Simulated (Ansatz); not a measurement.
# ρ(T) of Ti (P6_3/mmc) in two numbers

Can the computed ρ(T) of Ti (P6_3/mmc) be held by the Bloch–Grüneisen form, and does the fit predict a row it has not seen?

The resistivities were computed with Ansatz 0.2.0 (DFT PBE, scalar-relativistic, plane waves, PAW; PAW set soft_1) from the linearised Boltzmann equation with harmonic phonons, on q 7×7×4, k 21×21×12, scattering 42×42×24; the fit below is done by hand on them.

**Measured values to reproduce.**

“CRC Handbook of Chemistry and Physics, 84th edition, Electrical Resistivity of Pure Metals” (2003, CRC Press, section 12, read from Wikipedia's data page) quotes from earlier work for Ti (bulk crystal): resistivity at 273 K 39 μΩ cm.

## (1) Computed resistivities

It takes space group P6_3/mmc (No. 194, hexagonal). Conventional cell: a = 2.938 Å, b = 2.938 Å, c = 4.653 Å, α = 90.00°, β = 90.00°, γ = 120.00°. Ti on site c has 12 Ti at 2.88 to 2.94 Å as nearest neighbours.

This is the relaxed cell of the run, from steps not shown here.

The mean resistivity of the three axes from 50 to 800 K, with one row held back; the colder rows stay outside the fit and test it at the end:

```tsv
T (K)	ρ (μΩ cm)
50	2.02
80	6.912
100	10.78
150	?
200	30.06
273	43.41
300	48.28
400	66.20
500	84.09
600	102
800	137.8
```

## (2) Model and fit

Bloch and Grüneisen's form is ρ(T) = A (T/Θ)⁵ J₅(Θ/T), with J₅(z) the integral of x⁵/((eˣ − 1)(1 − e⁻ˣ)) from 0 to z. It goes as T⁵ far below Θ and as A T/(4Θ) far above. For a trial Θ the best A is the geometric mean of ρ/[(T/Θ)⁵ J₅] over the rows, and the scatter of that ratio measures the fit:

```tsv
Θ (K)	A (μΩ cm)	scatter (%)
176	101.1	25.6
234	145.4	13.6
262	169.9	7.2
292	198.9	1.3
322	230.8	7.5
364	281.2	17.8
438	388.4	36.1
```

The scatter is least at Θ = 292 K, with A = 198.9 μΩ cm (1.3 % r.m.s.).

```tsv
T (K)	computed	fit
50	2.02	1.983
80	6.912	7.048
100	10.78	10.98
200	30.06	30.32
273	43.41	43.65
300	48.28	48.48
400	66.20	66.13
500	84.09	83.54
600	102	100.8
800	137.8	135.2
```

## (3) The row held back

At T = 150 K, Θ/T = 1.947, J₅ = 2.930 and (T/Θ)⁵ = 0.03577, so the fit gives 20.84 μΩ cm. The computed value is 20.60 μΩ cm: the fit is off by +1.17 %. Outside its range, at 20 K, it gives 0.0372 against 0.0420 μΩ cm computed, 0.89 times that; at that temperature the run's own test moves by 9 % between meshes in the component that moves most. Among the rows used, the largest miss is +2.0 %, at 80 K.

## (4) What the two numbers mean

Θ = 292 K is 1.56 times ħω_log/k_B (188 K) and 0.72 of the highest phonon frequency (407 K). The high-temperature slope of the fit, A/(4Θ), is 0.170 μΩ cm/K. The same slope from the run's transport coupling and plasma energy, 2π k_B λ_tr/(ħ ε₀ ω_p²) with λ_tr = 0.607, 0.607, 0.654 (xx, yy, zz) and ħω_p = 3.78, 3.78, 3.88 (xx, yy, zz) eV, is 0.172 μΩ cm/K in the mean of the axes, +1.3 % from it. For comparison, the computed rows rise by 0.179 μΩ cm/K between the two hottest.

## (5) What came out

```json
{
  "Θ": "292 K",
  "A": "198.9 μΩ cm",
  "scatter of the fit": "1.3 %",
  "held-back row at 150 K, fit against computed": "20.84 against 20.60 μΩ cm"
}
```

What this shows: Two numbers, Θ = 292 K and A = 199 μΩ cm, hold the computed ρ(T) from 50 to 800 K within 1.31 % r.m.s. and predict the held-back row within 1.17 %. The fit describes the calculation: impurities, thermal expansion, changes of phase and anharmonicity are in neither.

Comparison with the measured values:

| quantity | measured | q 7×7×4, fine 42×42×24 |
| --- | --- | --- |
| resistivity at 273 K (computed: phonon part alone; the measured value holds the sample's residual resistivity) (μΩ cm) | 39 | 43.41 (+11.3 %) |

Measured values from CRC Press, section 12, read from Wikipedia's data page (2003).

**Verdict.** The resistivity at 273 K is off by +11.3 %: fair agreement.

[Logs are printed without paths, hosts, clocks, repeated set-up lines and the standing remarks that a program may print on its own settings, such as how far it seeks lower states.]

[Hosts, paths, dates, database ids (printed as entryN), source tags and the programs' standing remarks are cut or masked in the printed files.]
